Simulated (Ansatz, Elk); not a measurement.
# Bonding as seen by X-rays: TiNiCl6, part 2 of 2

The structure of TiNiCl6 used here is made up (a known structure type with other elements) and was relaxed beforehand with PBEsol. The aim is the Fourier transform of its all-electron density, F(hkl), set beside the sum over free spherical atoms that refinements use.

Elk 11.2.3 (patched build); all-electron DFT.

So far. Step 2 (Ground state and structure factors): The ions are Ti4+, Ni2+ and Cl−, by formal charge.

The structure was built from a prototype and need not be the compound's stable phase.

**5. Another functional**

Level of this step: DFT, PBEsol, all-electron APW+lo, Dirac cores, scalar-relativistic bands, static density, ferromagnetic start (Elk).

The difference from free atoms is small, so it is set against the change that PBEsol makes.

File elk.in:

```
tasks
  0
  195
  196

xctype
  22

spinpol
  .true.

rgkmax
  7.0

gmaxvr
  14.0

lmaxo
  7

lmaxapw
  8

swidth
  0.002

tshift
  .false.

ramdisk
  .false.

hmaxvr
  5.5

maxscl
  120

epspot
  1e-06

reducebf
  0.8

sppath
  './'

avec
  5.59100699696 3.22796939503 10.06948739341
  -5.59100699696 3.22796939503 10.06948739341
  -0.00000000000 -6.45593878918 10.06948739369

atoms
  3
  'Ni.in'
  1
  0.5000000000 0.5000000000 0.5000000000   0.000000 0.000000 -0.070000
  'Ti.in'
  1
  -0.0000000000 -0.0000000000 0.0000000000   0.000000 0.000000 0.000000
  'Cl.in'
  6
  0.4009467787 0.0973325224 0.7510055905   0.000000 0.000000 0.000000
  0.0973325224 0.7510055905 0.4009467787   0.000000 0.000000 0.000000
  0.7510055905 0.4009467787 0.0973325224   0.000000 0.000000 0.000000
  0.5990532213 0.9026674776 0.2489944095   0.000000 0.000000 0.000000
  0.9026674776 0.2489944095 0.5990532213   0.000000 0.000000 0.000000
  0.2489944095 0.5990532213 0.9026674776   0.000000 0.000000 0.000000

ngridk
  4 4 4
```

Launch:

```
> OMP_NUM_THREADS=4 elk
```

Numbers of over 12 decimals in the logs are rounded to 6 here.

What it wrote:

```text
┌─────────────────────────┐
│ Elk code version 11.2.3 │
└─────────────────────────┘

All units are atomic (Hartree, Bohr, etc.)

┌─────────────────────────────────────────────────┐
│ Ground-state run starting from atomic densities │
└─────────────────────────────────────────────────┘

Lattice vectors :
   5.591006997       3.227969395       10.06948739
  -5.591006997       3.227969395       10.06948739
  -0.000000000      -6.455938789       10.06948739

Reciprocal lattice vectors :
  0.5619010413      0.3244137175      0.2079942127
[...]
error                       :   0.5951228059E-03

Moments :
 interstitial                :   0.1133345301
 muffin-tins
  species : 1 (Ni)
[...]
species : 2 (Ti)
[...]
species : 3 (Cl)
[...]
atom 5                    :   0.7696569718E-01
   atom 6                    :   0.7696569718E-01
 total in muffin-tins        :    1.885140299
 total moment                :    1.998474829

┌──────────────────────────────┐
│ Self-consistent loop stopped │
└──────────────────────────────┘

Warning : core states of species 1 leak from the muffin-tin :   0.3632311088E-03

Wrote STATE.OUT
[key lines of the parts left out:]
total energy                :     -5137.6264538953
```

It took 6.1 min on 4 threads of Arm Neoverse V2, shared host; peak memory 0.6 GiB.

Against the first run R = 0.05 %; the largest change is -0.099 at 006. The moment goes from 2.00 to 2.00 μB.

**6. A coarser k-mesh**

About half the k-points along each axis test the sampling.

elk.in, as its differences from that of step 5:

```diff
@@ -6,3 +6,3 @@
 xctype
-  22
+  20
 
@@ -70,2 +70,2 @@
 ngridk
-  4 4 4
+  2 2 2
```

Launch:

```
> OMP_NUM_THREADS=4 elk
```

What it wrote:

```text
┌─────────────────────────┐
│ Elk code version 11.2.3 │
└─────────────────────────┘

All units are atomic (Hartree, Bohr, etc.)

┌─────────────────────────────────────────────────┐
│ Ground-state run starting from atomic densities │
└─────────────────────────────────────────────────┘

Lattice vectors :
   5.591006997       3.227969395       10.06948739
  -5.591006997       3.227969395       10.06948739
  -0.000000000      -6.455938789       10.06948739

Reciprocal lattice vectors :
  0.5619010413      0.3244137175      0.2079942127
[...]
error                       :   0.5961221905E-03

Moments :
 interstitial                :   0.1057217028
 muffin-tins
  species : 1 (Ni)
[...]
species : 2 (Ti)
[...]
species : 3 (Cl)
[...]
atom 5                    :   0.7477900754E-01
   atom 6                    :   0.7477900754E-01
 total in muffin-tins        :    1.892151725
 total moment                :    1.997873428

┌──────────────────────────────┐
│ Self-consistent loop stopped │
└──────────────────────────────┘

Warning : core states of species 1 leak from the muffin-tin :   0.3547384055E-03

Wrote STATE.OUT
[key lines of the parts left out:]
total energy                :     -5143.9570266653
```

It took 2.3 min on 4 threads; peak memory 0.59 GiB; 6.3 min of CPU time.

Against the first run R = 0.01 %; the largest change is +0.011 at 113. The moment goes from 2.00 to 2.00 μB.

**7. With a Hubbard U**

A Hubbard U is put on the d shell, to see how far it moves the factors.

elk.in, as its differences from that of step 6:

```diff
@@ -70,2 +70,6 @@
 ngridk
-  2 2 2
+  4 4 4
+
+dft+u
+  1 1
+  1 2 0.220496 0.000000
```

Launch:

```
> OMP_NUM_THREADS=4 elk
```

What it wrote:

```text
┌─────────────────────────┐
│ Elk code version 11.2.3 │
└─────────────────────────┘

All units are atomic (Hartree, Bohr, etc.)

┌─────────────────────────────────────────────────┐
│ Ground-state run starting from atomic densities │
└─────────────────────────────────────────────────┘

Lattice vectors :
   5.591006997       3.227969395       10.06948739
  -5.591006997       3.227969395       10.06948739
  -0.000000000      -6.455938789       10.06948739

Reciprocal lattice vectors :
  0.5619010413      0.3244137175      0.2079942127
[...]
Moments :
 interstitial                :   0.6301382178E-01
 muffin-tins
  species : 1 (Ni)
[...]
species : 2 (Ti)
[...]
species : 3 (Cl)
[...]
atom 5                    :   0.3382997458E-01
   atom 6                    :   0.3382997458E-01
 total in muffin-tins        :    1.936945813
 total moment                :    1.999959635

RMS change in Kohn-Sham potential (target) :   0.6003996108E-05 (  0.1000000000E-05)
Absolute change in total energy (target)   :   0.1065150718E-04 (  0.1000000000E-03)

┌──────────────────┐
│ Loop number : 27 │
└──────────────────┘
[key lines of the parts left out:]
total energy                :     -5143.8882479700
```

It took 8.1 min on 4 threads; peak memory 0.58 GiB.

The run was cut off at its time limit.

**8. Settings against the effect**

| run | R against the first run (%) | R against neutral atoms, low angle (%) | wall time |
| --- | --- | --- | --- |
| PBE, rgkmax 7 | 0.00 | 0.69 | 6 min |
| PBEsol | 0.05 | 0.68 | 6.1 min |
| k-mesh 2×2×2 | 0.01 | 0.69 | 2.3 min |

**9. Results**

```yaml
r_against_neutral_atoms_sin_theta_lambda_0p3_a_minus1: 0.69 %
r_against_neutral_atoms_0p3_to_0p54_a_minus1: 0.44 %
r_against_ions_below_0p3_a_minus1: 1.70 %
```

In words: Independent neutral atoms miss the calculated amplitudes by R = 0.69 % below 0.3 Å⁻¹ and 0.44 % from there to 0.54 Å⁻¹; by shells, 0.13 % below 0.15 Å⁻¹ (3 forms), 0.73 % 0.15 to 0.3 (23 forms), 0.53 % 0.3 to 0.45 (60 forms), 0.37 % above 0.45 (63 forms). Bonding, aspherical density and the tables' own atoms all enter these figures, and the runs don't part them. The largest change of an amplitude is +0.69 electrons, at 113. Weak lines can change much in proportion: 110 goes from 1.70 to 1.36. Formal ions give R = 1.70 % at low angle, further off than neutral atoms. The magnetic order is that of the start. No other order was tried here, and an antiferromagnetic one would change or move the magnetic intensity. The window's part falls from 44.0 electrons at the origin to at most 2.38 between 0.45 and 0.54 Å⁻¹, where compact states inside the window still scatter. Below 0.3 Å⁻¹ the changes that finished (PBEsol and k-mesh 2×2×2) move F by R = 0.08 % at most, against the 0.69 % that separates it from free atoms. The magnetic factors move by R = 2.0 % (PBEsol) and 0.9 % (k-mesh 2×2×2). The basis has no finished test. Part of the difference isn't bonding: the tables are fits to free atoms and ions calculated by other methods than this functional. Thermal motion, anomalous dispersion and extinction are left out.

[Logs are printed without paths, hosts, clocks, repeated set-up lines and the standing remarks that a program may print on its own settings, such as how far it seeks lower states.]

[Hosts, paths, dates, database ids (printed as entryN), source tags and the programs' standing remarks are cut or masked in the printed files.]
